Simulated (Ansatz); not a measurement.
**TlSe3F (built on the sites of a database entry of TlIO3): a soft mode frozen in**

Which phase does TlSe3F (built on the sites of a database entry of TlIO3) fall into along its unstable mode, and how much energy does it gain?

Main program and level: Ansatz 0.2.0; DFT PBEsol, scalar-relativistic, plane waves, PAW.

The structure was built from a prototype and need not be the compound's stable phase.

**1. The structure**

The structure is trigonal, space group R3m (No. 160). Conventional cell: a = 6.857 Å, b = 6.857 Å, c = 8.884 Å, α = 90.00°, β = 90.00°, γ = 120.00°. Nearest to Tl lie 1 F at 2.39 Å. Nearest to F lie 1 Tl at 2.39 Å. Nearest to Se lie 2 Se at 2.41 Å. Farther neighbours and most contacts between anions are not listed.

**2. The dispersion**

The cell comes from relaxations at this level that are not shown. Stability and thermal properties need the whole zone. Linear response on a 2×2×2 q mesh gives force constants as far as a supercell of that size would, and the tensors from the zone-centre run are typed in so that the long-range dipole term is interpolated apart.

File input.yaml:

```yaml
crystal:
  lattice:
    - [3.4285232222, 1.9794570636, 2.961194869]
    - [-3.4285232222, 1.9794570636, 2.961194869]
    - [0.0, -3.9589193521, 2.9611913764]
  atoms:
    - { symbol: Tl, position: [-0.104526883, -0.104526883, -0.104526883] }
    - { symbol: F, position: [0.6268922782, 0.6268922782, 0.6268922782] }
    - { symbol: Se, position: [1.0372437745, 0.3890454202, 0.3890454202] }
    - { symbol: Se, position: [0.3890454202, 1.0372437745, 0.3890454202] }
    - { symbol: Se, position: [0.3890454202, 0.3890454202, 1.0372437745] }
kpoints:
  mp_grid: { grid: [6, 6, 6] }
hamiltonian:
  xc: pbesol
scf:
  occupations: { method: fixed }
output:
  eigenvalues: true
phonons:
  method: dfpt
  qmesh: [2, 2, 2]
  temperatures: { t_max: 1000, t_step: 50 }
  qpath:
    path:
      - [[0.0, 0.0, 0.0], [0.5, 0.5, 0.5], [0.53543502, 0.46456498, 0.5]]
      - [[0.5, -0.46456498, 0.46456498], [0.5, 0.0, 0.0], [0.0, 0.0, 0.0], [0.48228249, -0.48228249, 0.0]]
      - [[0.51771751, 0.0, 0.48228249], [0.5, 0.0, 0.5], [0.0, 0.0, 0.0]]
    npoints: 10
  non_analytic_term:
    high_frequency_dielectric_tensor: [[13.0475, 0.0, 0.0], [0.0, 13.0475, 0.0], [0.0, 0.0, 17.5011]]
    born_effective_charges:
      - { species: Tl, tensor: [[1.7195, 0.0, 0.0], [0.0, 1.7195, 0.0], [0.0, 0.0, 3.5285]] }
      - { species: F, tensor: [[-2.4101, 0.0, 0.0], [0.0, -2.4101, 0.0], [0.0, 0.0, -1.9232]] }
      - { species: Se, tensor: [[0.8445, 1.064, 0.8167], [1.064, -0.3841, 0.4715], [1.8943, 1.0937, -0.5351]] }
      - { species: Se, tensor: [[0.8445, -1.064, -0.8167], [-1.064, -0.3841, 0.4715], [-1.8943, 1.0937, -0.5351]] }
      - { species: Se, tensor: [[-0.9984, 0.0, 0.0], [0.0, 1.4588, -0.943], [0.0, -2.1874, -0.5351]] }
    source: "zone-centre run at this cell"
```

Launch:

```sh
ansatz run input.yaml --threads 8 --pin off --max-ram 14336MiB --backend cpu --events-out ev --progress --plain --runs-dir out
```

Numbers of over 12 decimals in the logs are rounded to 6 here.

Log:

```text
Warning: phonons: the dynamical matrix that this run interpolates holds no multipole term above the dipole-dipole one, and a site of this crystal is no centre of inversion, so its interpolated transverse optical and acoustic branches and sound speeds can stay off near Gamma, and the density of states and the thermodynamics with them. What a run solves at a wave vector of phonons.qpoints, Gamma apart, where the deck admits one, is free of this, and under fd what a larger phonons.supercell samples
Engine: ansatz 0.2.0, x86_64-unknown-linux-gnu
Pseudopotentials: kind: paw
Pseudopotential: Tl, paw, valence charge 13, recommended cutoff 420 eV (normal), Tl.paw.azcp
Pseudopotential: F, paw, valence charge 7, recommended cutoff 420 eV (normal), F.paw.azcp
Pseudopotential: Se, paw, valence charge 16, recommended cutoff 420 eV (normal), Se.paw.azcp
Functional definition: PBEsol
  exchange = pbesol_x
  correlation = pbesol_c
Crystal: 5 atoms, lattice volume = 120.579 Å³
Basis set: ecut = 420 eV, 2361 PW (Γ), exchange–correlation on 72×72×72 points (8 copies of the dense FFT grid, shifted against one another)
Bands: 41, of which v1, the nominal top of the filled ones, is band 34 counted from 1 (33 counted from 0)
Symmetry: 6 space group operations
k-points: 32 of 216 (time reversal used)
Non-local potential: Tl, projectors of the file, l = 0: 2, l = 1: 2, l = 2: 2, l = 3: 1
Non-local potential: F, projectors of the file, l = 0: 2, l = 1: 2, l = 2: 1
Non-local potential: Se, projectors of the file, l = 0: 2, l = 1: 2, l = 2: 3, l = 3: 1
PAW form: soft (Blöchl's): semilocal exchange-correlation on the pseudo side does not see the compensation charge
PAW frozen core: Tl, regenerated for the run's functional, and the local potential with it (the file was generated under x = pbe(κ = 0.804, μ = 0.219515), c = pbe(β = 0.066725))
PAW frozen core: F, regenerated for the run's functional, and the local potential with it (the file was generated under x = pbe(κ = 0.804, μ = 0.219515), c = pbe(β = 0.066725))
PAW frozen core: Se, regenerated for the run's functional, and the local potential with it (the file was generated under x = pbe(κ = 0.804, μ = 0.219515), c = pbe(β = 0.066725))
PAW one-centre angular grid: Tl, 590 points (default); XC on 64 Gauss nodes
PAW one-centre angular grid: F, 110 points (default); XC on 64 Gauss nodes
PAW one-centre angular grid: Se, 590 points (default); XC on 64 Gauss nodes
Initial density: superposition of atomic densities (neutral atoms: chi_scale 0, normalization atom), corrected by the library's trained network
Initial wavefunctions: pseudopotential atomic-orbital guess
Functional: x = pbesol(κ = 0.804, μ = 0.123457), c = pbesol(β = 0.046)
SCF iter   1: F=—  HF=-28367.598320 eV  |F-HF|=—  |Δ(HF+E_count)|=         —  Δρ=1.22e-2  dr2=1.63e-1  ethr=1.77e-3  ⟨swp⟩=5.0  Hψ=4509  notcnv=0  defer=145
preconditioner: auto → Resta (q_TF=auto, 2.480 Å⁻¹)  ε∞=4.7  [insulator: Δε(μ)=0.363 eV  Ē_g=10.565 eV  n_scr=26 (ndim 8)  ℏωp=20.3 eV  f_vac=0.039  ε∞_Penn≈4.7]
SCF iter   2: F=—  HF=-28367.568288 eV  |F-HF|=—  |Δ(HF+E_count)|=   3.00e-2  Δρ=6.43e-3  dr2=3.43e-2  ethr=2.39e-4  ⟨swp⟩=2.0  Hψ=2250  notcnv=0  defer=150
SCF iter   3: F=—  HF=-28367.561828 eV  |F-HF|=—  |Δ(HF+E_count)|=   6.46e-3  Δρ=2.10e-3  dr2=7.19e-3  ethr=5.05e-5  ⟨swp⟩=2.0  Hψ=1960  notcnv=0  defer=152
SCF iter   4: F=—  HF=-28367.560308 eV  |F-HF|=—  |Δ(HF+E_count)|=   1.52e-3  Δρ=4.68e-4  dr2=4.57e-4  ethr=1.06e-5  ⟨swp⟩=2.0  Hψ=1925  notcnv=0  defer=155
SCF iter   5: F=—  HF=-28367.560328 eV  |F-HF|=—  |Δ(HF+E_count)|=   2.01e-5  Δρ=1.42e-4  dr2=2.60e-5  ethr=6.72e-7  ⟨swp⟩=2.3  Hψ=2361  notcnv=0  defer=141
SCF iter   6: F=—  HF=-28367.560338 eV  |F-HF|=—  |Δ(HF+E_count)|=   9.66e-6  Δρ=4.55e-5  dr2=2.15e-6  ethr=3.82e-8  ⟨swp⟩=2.0  Hψ=2368  notcnv=0  defer=32
SCF iter   7: F=—  HF=-28367.560337 eV  |F-HF|=—  |Δ(HF+E_count)|=   9.80e-7  Δρ=1.01e-5  dr2=1.04e-7  ethr=3.16e-9  ⟨swp⟩=2.0  Hψ=2368  notcnv=0  defer=32
SCF iter   8: F=—  HF=-28367.560337 eV  |F-HF|=—  |Δ(HF+E_count)|=   1.19e-7  Δρ=2.22e-6  dr2=6.11e-9  ethr=1.53e-10  ⟨swp⟩=2.0  Hψ=1833  notcnv=0  defer=32
SCF iter   9: F=—  HF=-28367.560337 eV  |F-HF|=—  |Δ(HF+E_count)|=   5.92e-9  Δρ=5.08e-7  dr2=4.22e-10  ethr=8.99e-12  ⟨swp⟩=2.1  Hψ=1832  notcnv=0  defer=32
SCF iter  10: F=—  HF=-28367.560337 eV  |F-HF|=—  |Δ(HF+E_count)|=  2.07e-10  Δρ=1.36e-7  dr2=2.90e-11  ethr=1.00e-12  ⟨swp⟩=2.0  Hψ=1599  notcnv=0  defer=32
SCF iter  11: F=-28367.560337 eV  HF=-28367.560337 eV  |F-HF|=3.64e-12  |Δ(HF+E_count)|=  2.18e-11  Δρ=3.25e-8  dr2=1.39e-12  ethr=1.00e-12  ⟨swp⟩=10.9  Hψ=6930  notcnv=0
SCF 1 converged in 11 iterations: F = -28367.560337 eV  dr2 = 1.39e-12
  greatest PAW one-centre occupation: 1.000 electrons in one spin orbital (limit 2), on the Se atom at site 2 (counted from 0), in its partial waves of l = 2
NSCF: frozen V_eff on 32 k-points
NSCF: frozen V_eff on 112 k-points
DFPT response loops at q = (0, 0, 0) (fractional): preconditioner auto → Resta (q_TF=auto, 2.480 Å⁻¹)  ε∞=14.7 (no band partly filled); β = 1.00, the filter's whole step (`scf.mixing.beta` (0.50) is not read by the response loops at its default; to damp them type it under 1.00, their step now; it binds the ground state too); Broyden in place of MSR1
NSCF: frozen V_eff on 224 k-points
DFPT response loops at q = (0, 0, -0.5) (fractional): mixed as the last ones told, above
NSCF: frozen V_eff on 224 k-points
DFPT response loops at q = (0, -0.5, -0.5) (fractional): mixed as the last ones told, above
NSCF: frozen V_eff on 224 k-points
DFPT response loops at q = (-0.5, -0.5, -0.5) (fractional): mixed as the last ones told, above
SCF converged after 11 iterations
Free energy (F): -28367.560337 eV
Harris-Foulkes:  -28367.560337 eV  (|F-HF|=3.64e-12)
Internal energy: -28367.560337 eV  (E = F + TS)
E sigma→0 (E₀):  -28367.560337 eV
Fermi energy:    7.250294 eV
--- Per-component energies (eV) ---
  E_band       = -1259.094001
  E_kinetic    = 888.042575
  E_local      = -9302.268686  (includes V_loc(G=0)·N_el)
  E_nonlocal   = -1379.939431
  E_hartree    = 4378.509821
  E_xc         = -614.933340
  E_vxc        = -534.212373  (∫ρ·V_xc dr)
  E_paw        = -15814.930490  (= ΣΔE_a)
  E_vpaw       = 312.263984  (= ΣTr[D̂ρ^β])
  E_aug_tail   = 0.000262  (compensation charges beyond the density's cutoff)
  E_ewald      = -6525.147107
  E_core_change = 3.106059  (= ΣΔE_core)
  E_smearing   = -0.000000  (= −TS)
  E_closure    = -0.000000  (closes the sum)
  Σ components = -28367.560337   (vs F -28367.560337, Δ=0.00e0)
--- Band table (eV; the first three rows and the last of 32) ---
  k-point 0: bands = [... 30 lower, 4.1261, 5.1715, 5.9349, 5.9349, 7.6674, 9.1724, 9.1724, 12.3355, ... 3 higher]
  k-point 1: bands = [... 30 lower, 4.4810, 5.1154, 5.7807, 6.1211, 7.6631, 9.2238, 9.2249, 11.5861, ... 3 higher]
  k-point 2: bands = [... 30 lower, 4.6363, 5.2491, 5.5542, 6.4898, 7.5838, 9.2457, 9.3023, 10.6822, ... 3 higher]
  k-point 31: bands = [... 30 lower, 4.3802, 4.9185, 7.2503, 7.2503, 8.7328, 9.3882, 9.3882, 11.5890, ... 3 higher]
--- Phonons (Γ-DFPT): 6 representative perturbations + reference (Σ response iterations 20) ---
  ASR residual: 2.008e-5 → 0.000e0 eV/Å²; symmetrization residual: 3.340e-6 eV/Å²
  ASR residual per site (eV/Å²): 1.67e-5 1.77e-5 1.39e-5 1.39e-5 2.01e-5
  Γ frequencies (cm⁻¹): 0.00 0.00 0.00 18.88 18.88 42.15 45.59 45.88 45.88 96.23 96.23 194.34 194.34 237.27 296.58
--- Phonons (arbitrary-q DFPT): 4 irreducible q on the 2×2×2 mesh ---
  q = [0.0000, 0.0000, 0.0000] (star 1, of the zone-centre solve; hermiticity 6.06e-7, symmetrization 1.18e-7): -0.00 -0.00 -0.00 18.88 18.88 42.15 45.59 45.88 45.88 96.23 96.23 194.34 194.34 237.27 296.58
  q = [0.0000, 0.0000, -0.5000] (star 3, 12 solved perturbations in 948 linear systems a pass and spin channel, the states on 112 of 216 k-point pairs; hermiticity 7.75e-7, symmetrization 3.88e-12): -52.29 -14.88 19.39 23.12 33.96 42.91 47.50 65.23 82.34 87.78 113.82 192.66 194.24 262.22 280.84
  q = [0.0000, -0.5000, -0.5000] (star 3, 9 solved perturbations on 112 of 216 k-point pairs; hermiticity 9.64e-7, symmetrization 5.52e-8): -39.81 -32.45 17.51 28.21 37.42 39.42 52.33 67.45 73.17 82.30 114.83 197.87 198.91 250.35 287.72
  q = [-0.5000, -0.5000, -0.5000] (star 1, 6 solved perturbations in 496 linear systems a pass and spin channel, the states on 112 of 216 k-point pairs; hermiticity 1.12e-6, symmetrization 7.36e-8): -39.68 24.17 24.17 26.21 36.42 36.42 58.33 58.33 63.12 76.64 76.64 201.78 201.78 243.92 298.49
  sum rule: each row above includes the acoustic sum rule's correction from the zone centre's row sums; it moved no ω² by more than (0.50 cm⁻¹)²
  mesh force constants: q→R imaginary residual 0.00e0; ASR residual 2.008e-5 → 0.000e0 eV/Å²; symmetrization residual 1.421e-14 eV/Å²
  interpolated dispersion: 74 rows × 15 modes
  density of states and harmonic sums: on the 14×14×14 q-mesh, interpolated from the force constants of a 2×2×2 supercell (with the dipole–dipole term of supplied tensors)
  largest difference from the sums on the solved wave vectors: F 4.72e-2 eV, S 5.87e-5 and C_V 1.15e-5 eV/K
  zero-point energy: 0.089076 eV/cell   skipped modes (ω ≤ 0): 521, of them read as no rigid motion or as one in doubt: 518 (1.866e0 modes/cell left out, lowest -55.97 cm⁻¹)   left out of the sums: 1.24e-1 of the cell's modes: C_V's classical limit lies that fraction below 3 k_B per atom; for a crystal, a wire or a layer, F and S can be off by more, and a phonons.interpolated_qmesh denser along its periods is the remedy for the sampling
```

The job ended after 67 s (8 threads of AMD EPYC 9R45, shared host; peak memory 1.8 GiB; 8.3 min of CPU time).

This step gave:

```
gap on the k-mesh                                       : 0.2787 eV
volume per atom                                         : 24.12 Å³
sum-rule residual before enforcement                    : 2.01e-5 eV/Å²
lowest frequency on the path                            : -52.29 cm⁻¹
point group                                             : 3m
highest frequency on the path or at a solved wavevector : 309.8 cm⁻¹
highest optical mode at the zone centre (no LO-TO term) : 296.6 cm⁻¹
lowest optical zone-centre mode                         : 18.88 cm⁻¹
lowest mode on the q mesh (acoustic modes at Γ apart)   : -52.29 cm⁻¹
```

Frequencies (cm⁻¹) solved at each irreducible wavevector; negative means imaginary. Frequencies by wavevector, by row:

| q in reciprocal lattice units | star | mode 1 | mode 2 | mode 3 | mode 4 | mode 13 | mode 14 | mode 15 |
| --- | --- | --- | --- | --- | --- | --- | --- | --- |
| 0 0 0 | 1 | 0 | 0 | 0 | 18.9 | 194.3 | 237.3 | 296.6 |
| 0 0 -0.5 | 3 | -52.3 | -14.9 | 19.4 | 23.1 | 194.2 | 262.2 | 280.8 |
| 0 -0.5 -0.5 | 3 | -39.8 | -32.5 | 17.5 | 28.2 | 198.9 | 250.3 | 287.7 |
| -0.5 -0.5 -0.5 | 1 | -39.7 | 24.2 | 24.2 | 26.2 | 201.8 | 243.9 | 298.5 |

Interpolated from a 2×2×2 q mesh, with the LO-TO term (at Γ the limit along the path; where Γ stands inside the path, tables give the limit on arrival). The phonon branches at the labelled points (cm⁻¹):

```csv
point,branch 1,branch 2,branch 3,branch 4,branch 12,branch 13,branch 14,branch 15
Γ,0,0,0,19,194,194,241,310
halfway,10,18,18,30,198,198,247,299
T,-40,24,24,26,202,202,244,298
halfway,-40,24,24,25,202,202,244,298
H2,-40,21,24,25,202,202,244,298
jump to H0,-40,21,24,25,202,202,244,298
halfway,-38,-26,20,25,196,199,252,287
L,-52,-15,19,23,193,194,262,281
halfway,-36,9,13,27,194,194,248,294
Γ,0,0,0,19,194,194,239,302
halfway,-45,-9,20,27,192,197,254,283
S0,-40,-32,18,28,198,199,250,288
jump to S2,-40,-32,18,28,198,199,250,288
halfway,-40,-32,18,28,198,199,250,288
F,-40,-32,18,28,198,199,250,288
halfway,-25,-8,18,26,195,196,248,296
Γ,0,0,0,19,194,194,240,306
```

Symmetry leaves 4 wavevectors to solve. The lowest mode among them, the acoustic zeros apart, lies at q = (0, 0, -0.5) and is imaginary, 52.3i cm⁻¹, so the energy falls along it.

**3. The mode frozen in, largest atomic shift 0 Å**

The mode followed lies at q = (0, 0, -0.5) with frequency 52.3i cm⁻¹, the softest among the wavevectors solved. At small amplitude the distorted cell has space group no. 9 by a symmetry search on the positions. The undistorted cell that holds it gives the zero of energy on the same k mesh.

System of this step: TlSe3F (built on the sites of a database entry of TlIO3). It takes space group R3m (No. 160, trigonal). Conventional cell: a = 6.857 Å, b = 6.857 Å, c = 8.884 Å, α = 90.00°, β = 90.00°, γ = 120.00°. Tl has 1 F at 2.39 Å nearest. Nearest to F lie 1 Tl at 2.39 Å. Nearest to Se lie 2 Se at 2.41 Å. Nearest to Se lie 2 Se at 2.41 Å. Farther neighbours and most contacts between anions are not listed.

File input.yaml:

```yaml
crystal:
  lattice:
    - [3.4285232222, 1.9794570636, 2.961194869]
    - [-3.4285232222, 1.9794570636, 2.961194869]
    - [0.0, -7.9178387042, 5.9223827528]
  atoms:
    - { symbol: Tl, position: [0.895473117, 0.895473117, 0.4477365585] }
    - { symbol: Tl, position: [0.895473117, 0.895473117, 0.9477365585] }
    - { symbol: F, position: [0.6268922782, 0.6268922782, 0.3134461391] }
    - { symbol: F, position: [0.6268922782, 0.6268922782, 0.8134461391] }
    - { symbol: Se, position: [0.0372437745, 0.3890454202, 0.1945227101] }
    - { symbol: Se, position: [0.0372437745, 0.3890454202, 0.6945227101] }
    - { symbol: Se, position: [0.3890454202, 0.0372437745, 0.1945227101] }
    - { symbol: Se, position: [0.3890454202, 0.0372437745, 0.6945227101] }
    - { symbol: Se, position: [0.3890454202, 0.3890454202, 0.0186218872] }
    - { symbol: Se, position: [0.3890454202, 0.3890454202, 0.5186218872] }
kpoints:
  mp_grid: { grid: [6, 6, 4] }
hamiltonian:
  xc: pbesol
scf:
  occupations: { method: gaussian, width: 0.02 }
output:
  forces: true
  stress: true
  eigenvalues: true
```

Log:

```text
[...]
Crystal: 10 atoms, lattice volume = 241.158 Å³
Basis set: ecut = 420 eV, 4731 PW (Γ), exchange–correlation on 72×72×144 points (8 copies of the dense FFT grid, shifted against one another)
Bands: 82, of which v1, the nominal top of the filled ones, is band 68 counted from 1 (67 counted from 0)
Symmetry: 4 space group operations
[...]
k-point 0: bands = [... 64 lower, 5.4686, 5.9349, 5.9349, 6.7856, 7.5290, 7.6674, 9.1269, 9.1723, ... 7 higher]
  k-point 1: bands = [... 64 lower, 5.5169, 5.8403, 6.0508, 6.5975, 7.5618, 7.6693, 9.2030, 9.2048, ... 7 higher]
  k-point 2: bands = [... 64 lower, 5.6566, 5.6566, 6.2866, 6.2866, 7.6310, 7.6310, 9.2574, 9.2574, ... 7 higher]
  k-point 46: bands = [... 64 lower, 6.5345, 6.5345, 7.1970, 7.1970, 8.2514, 8.2514, 9.1229, 9.1229, ... 7 higher]
[key lines of the parts left out:]
SCF converged after 8 iterations
Free energy (F): -56735.120555 eV
Fermi energy:    7.389387 eV
P = ⅓ Tr σ = 0.0015 GPa (0.015 kbar)
```

The job ended after 2.8 s (8 threads; peak memory 1.6 GiB).

Numbers from this step:

- pressure: 0.001465 GPa
- gap on the k-mesh: 0.2786 eV
- energy from the undistorted cell: 0 meV/atom

The run ends at a pressure of 0.00 GPa, with forces up to 5.8e-4 eV/Å.

**4. The mode frozen in, largest atomic shift 0.45 Å**

The atoms are moved along the unstable eigenvector, the largest shift by 0.45 Å, with the cell fixed.

File input.yaml:

```yaml
crystal:
  lattice:
    - [3.4285232222, 1.9794570636, 2.961194869]
    - [-3.4285232222, 1.9794570636, 2.961194869]
    - [0.0, -7.9178387042, 5.9223827528]
  atoms:
    - { symbol: Tl, position: [0.9006652011, 0.890281033, 0.4477365585] }
    - { symbol: Tl, position: [0.890281033, 0.9006652011, 0.9477365585] }
    - { symbol: F, position: [0.5612663555, 0.6925182009, 0.3134461391] }
    - { symbol: F, position: [0.6925182009, 0.5612663555, 0.8134461391] }
    - { symbol: Se, position: [0.021716367, 0.3796979243, 0.1888783261] }
    - { symbol: Se, position: [0.0527711819, 0.3983929161, 0.7001670941] }
    - { symbol: Se, position: [0.3983929161, 0.0527711819, 0.2001670941] }
    - { symbol: Se, position: [0.3796979243, 0.021716367, 0.6888783261] }
    - { symbol: Se, position: [0.374554522, 0.4035363185, 0.0186218872] }
    - { symbol: Se, position: [0.4035363185, 0.374554522, 0.5186218872] }
kpoints:
  mp_grid: { grid: [6, 6, 4] }
hamiltonian:
  xc: pbesol
scf:
  occupations: { method: gaussian, width: 0.02 }
output:
  forces: true
  stress: true
  eigenvalues: true
```

Log:

```text
[...]
Crystal: 10 atoms, lattice volume = 241.158 Å³
Basis set: ecut = 420 eV, 4731 PW (Γ), exchange–correlation on 72×72×144 points (8 copies of the dense FFT grid, shifted against one another)
Bands: 82, of which v1, the nominal top of the filled ones, is band 68 counted from 1 (67 counted from 0)
Symmetry: 2 space group operations
[...]
k-point 0: bands = [... 64 lower, 5.6658, 6.0552, 6.0588, 6.8396, 7.6641, 7.6725, 9.0483, 9.0888, ... 7 higher]
  k-point 1: bands = [... 64 lower, 5.7300, 5.9833, 6.1436, 6.6390, 7.6858, 7.6981, 9.1208, 9.1618, ... 7 higher]
  k-point 2: bands = [... 64 lower, 5.8576, 5.8576, 6.3355, 6.3355, 7.7145, 7.7145, 9.2032, 9.2032, ... 7 higher]
  k-point 46: bands = [... 64 lower, 6.5355, 6.5355, 7.2539, 7.2539, 8.3875, 8.3875, 9.0527, 9.0527, ... 7 higher]
[key lines of the parts left out:]
SCF converged after 8 iterations
Free energy (F): -56735.158554 eV
Fermi energy:    7.421803 eV
P = ⅓ Tr σ = 0.5634 GPa (5.634 kbar)
```

Elapsed: 3 s, on 8 threads; peak memory 1.5 GiB; 23 s of CPU time.

Numbers from this step:

```yaml
pressure: 0.5634 GPa
gap_on_the_k_mesh: 0.2461 eV
energy_from_the_undistorted_cell: -3.8 meV/atom
```

The energy, extrapolated to zero smearing, is -3.80 meV/atom against the undistorted cell.

The run ends at a pressure of 0.56 GPa, with forces up to 0.16 eV/Å.

[end of part 1 of 2]

[Logs are printed without paths, hosts, clocks, repeated set-up lines and the standing remarks that a program may print on its own settings, such as how far it seeks lower states.]

[Hosts, paths, dates, database ids (printed as entryN), source tags and the programs' standing remarks are cut or masked in the printed files.]
